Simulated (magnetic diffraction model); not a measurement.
## Nd₂Fe₉Cu₃ below its ordering temperature

Space group Cmcm (no. 63), a = 12.1140 Å, b = 7.0250 Å, c = 9.0940 Å.

| site | atom | x | y | z |
| --- | --- | --- | --- | --- |
| 8g | Nd | 0.3360 | 0.6736 | 1/4 |
| 8e | Cu | 0.6690 | 0 | 1/2 |
| 4a | Cu | 0 | 0 | 1/2 |
| 8g | Fe | 0.6125 | 0.0568 | 1/4 |
| 4c | Fe | 1/2 | 0.3776 | 1/4 |
| 8f | Fe | 1/2 | 0.8404 | 0.4382 |
| 16h | Fe | 0.3330 | 0.6696 | 0.5727 |

This is a made-up structure (elements placed in a structure type, unrelaxed), so the numbers test the method and describe no known phase.

Only Nd is taken to order (form factors of Nd3+); orders and moment sizes are assumed, and not adapted to the symmetry. Radiation: neutrons of λ = 2.41 Å, 8° to 60°; isotropic B of 0.15 Å² (Nd), 0.2 Å² (Cu) and 0.2 Å² (Fe). The intensities are simulated: I ∝ L Σ (|F_N|² + |F_M⊥|²) for unpolarised neutrons, with F_M = 2.695 fm/μB × Σ f(s) S exp(2πi Q·r) exp(−B s²) at Q = H ± k (one set where k and −k are equivalent), only the part normal to Q counting and L = 1/(sin²θ cos θ). For collinear order S is the moment m, which repeats by lattice and centring translations R with the sign exp(−2πi k·R). Form factors are spin-only for 3d ions and dipole or tabulated for f ions, scattering lengths are Sears's of 1992, and absorption is left out. A label names one of the reflections at its angle. The strongest nuclear line in the range is 100, and lines under 0.2 are left out.

Above the ordering temperature:

```csv
2θ (°),index,I
22.87,(1 1 0),19.0
22.95,(2 0 0),13.5
27.59,(1 1 1),59.4
30.73,(0 0 2),91.8
38.66,(1 1 2),2.2
38.70,(2 0 2),6.4
40.27,(3 1 0),5.7
43.16,(0 2 1),9.9
43.29,(3 1 1),11.4
46.73,(2 2 0),24.0
46.89,(4 0 0),42.7
49.43,(2 2 1),100.0
51.49,(3 1 2),10.1
52.75,(1 1 3),5.1
56.98,(2 2 2),20.9
57.12,(4 0 2),95.9
```

Below it (cell unchanged):

| 2θ (°) | I |
| --- | --- |
| 15.23 | 147.8 |
| 22.87 | 54.8 |
| 22.95 | 13.5 |
| 27.59 | 71.8 |
| 27.66 | 13.8 |
| 30.73 | 91.8 |
| 38.66 | 23.4 |
| 38.70 | 6.4 |
| 40.13 | 22.4 |
| 40.27 | 32.6 |
| 43.16 | 27.9 |
| 43.29 | 24.4 |
| 46.73 | 30.1 |
| 46.85 | 15.6 |
| 46.89 | 42.7 |
| 49.43 | 105.2 |
| 49.59 | 5.2 |
| 51.38 | 23.7 |
| 51.49 | 45.9 |
| 52.75 | 8.0 |
| 52.78 | 5.0 |
| 56.98 | 28.5 |
| 57.12 | 95.9 |

**Question.** Find the propagation vector, then choose among these models:
A. collinear moments along [110], 2.4 μB on Nd; signs + at (0.3360, 0.6736, 1/4), + at (0.3360, 0.3264, 3/4), + at (0.6640, 0.3264, 3/4), + at (0.6640, 0.6736, 1/4)
B. collinear moments along [101], 2.4 μB on Nd; signs + at (0.3360, 0.6736, 1/4), − at (0.3360, 0.3264, 3/4), − at (0.6640, 0.3264, 3/4), + at (0.6640, 0.6736, 1/4)
C. collinear moments along [110], 2.4 μB on Nd; signs + at (0.3360, 0.6736, 1/4), − at (0.3360, 0.3264, 3/4), − at (0.6640, 0.3264, 3/4), + at (0.6640, 0.6736, 1/4)
D. collinear moments along [101], 2.4 μB on Nd; signs + at (0.3360, 0.6736, 1/4), + at (0.3360, 0.3264, 3/4), + at (0.6640, 0.3264, 3/4), + at (0.6640, 0.6736, 1/4)

No line moves, and magnetic intensity falls on nuclear lines such as the one at 51.49°; new lines at (0 0 1), (2 0 -1) and (0 0 3) have whole indices that obey the lattice centring, at places with no nuclear intensity to speak of, so the magnetic cell equals the chemical primitive cell: k = 0.

Magnetic intensity, observed (below minus above) and for each model:

| 2θ (°) | index | observed | A | B | C | D |
| --- | --- | --- | --- | --- | --- | --- |
| 15.23 | (0 0 1) | 147.8 | <0.2 | 147.8 | 231.2 | <0.2 |
| 22.87 | (1 1 0) | 35.8 | 7.2 | 35.8 | 26.6 | 9.7 |
| 27.59 | (1 1 1) | 12.3 | 43.3 | 12.3 | 11.7 | 45.5 |
| 30.73 | (0 0 2) | <0.2 | 56.6 | <0.2 | <0.2 | 36.2 |
| 43.16 | (0 2 1) | 18.0 | 30.1 | 18.0 | 14.7 | 36.7 |
| 43.29 | (3 1 1) | 13.0 | 40.8 | 13.0 | 11.1 | 47.9 |
| 46.85 | (0 0 3) | 15.6 | <0.2 | 15.6 | 24.4 | <0.2 |
| 51.49 | (3 1 2) | 35.8 | 10.4 | 35.8 | 38.5 | 9.7 |

Model B matches.

The absence at (0 0 2) is telling: the sublattices cancel there.

The structure used: k = (0 0 0), collinear moments along [101], 2.4 μB on Nd; signs + at (0.3360, 0.6736, 1/4), − at (0.3360, 0.3264, 3/4), − at (0.6640, 0.3264, 3/4), + at (0.6640, 0.6736, 1/4).

[Logs are printed without paths, hosts, clocks, repeated set-up lines and the standing remarks that a program may print on its own settings, such as how far it seeks lower states.]
